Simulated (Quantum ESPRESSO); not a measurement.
# MnHg: energy over the lowest, antiferro q=(0,1/2,1/2) +- against volume, fitted and tested on a withheld row

System: MnHg, 1 Mn and 1 Hg in the cell, space group Pm-3m. From the study “How volume moves the moments of MnHg”.

Method: PBE; plane waves with GBRV 1.5 PBE potentials (Quantum ESPRESSO 7.5). Settings shared by all rows: cutoff 544.23 eV, fermi-dirac occupations, smearing width 0.1 eV.

Computed values, one withheld:

| volume (factor) | energy over the lowest, antiferro q=(0,1/2,1/2) +- (meV an atom) |
| --- | --- |
| 0.94 | 57.26 |
| 0.97 | 39.06 |
| 1 | ? |
| 1.03 | 30.18 |
| 1.06 | 36.44 |
| 1.1 | 53.06 |

**Question.** What energy over the lowest, antiferro q=(0,1/2,1/2) +- should the row at volume = 1 factor hold? Fit a suitable law to the other rows.

**Law.** Energy against volume follows the Birch–Murnaghan form, which is a polynomial in the Eulerian strain: second order (which fixes B′ at 4), a parabola in t = (V/1.03)^(−2/3) − 1. In symbols, E = c0 + c1 t + c2 t², with energy over the lowest, antiferro q=(0,1/2,1/2) +- in meV an atom.

**Fit.** Least squares on 5 rows gives c0 = 30.1298, c1 = -146.124 and c2 = 9143.57.

```csv
volume (factor),t,computed,fit,computed − fit
0.94,0.062852,57.26,57.066,0.194
0.97,0.040823,39.06,39.403,-0.343
1.03,0,30.18,30.130,0.050
1.06,-0.018958,36.44,36.186,0.254
1.1,-0.042887,53.06,53.215,-0.155
```

The slope vanishes at t = 0.007991, so the minimum lies at V = 1.03 × (1 + t)^(−3/2) = 1.018. That is the minimum of this magnetic state alone.

**Prediction.** At volume = 1 factor, t = 0.019901, so the law predicts 30.843 meV an atom. The computed value is 30.56 meV an atom, 0.283 below the prediction. The row lies between fitted rows, so this is an interpolation. The miss is 1.3 times the rms residual of the fit, 0.222.

[Logs and program files are shortened in this print: banners, set-up blocks, solver, clock and traceback lines can be left out without a mark of their own.]

[Logs are printed without paths, hosts, clocks, repeated set-up lines and the standing remarks that a program may print on its own settings, such as how far it seeks lower states.]

[Hosts, paths, dates, database ids (printed as entryN), source tags and the programs' standing remarks are cut or masked in the printed files.]

[Where a cell is said to come from a database of computed structures, the database is the Materials Project.]
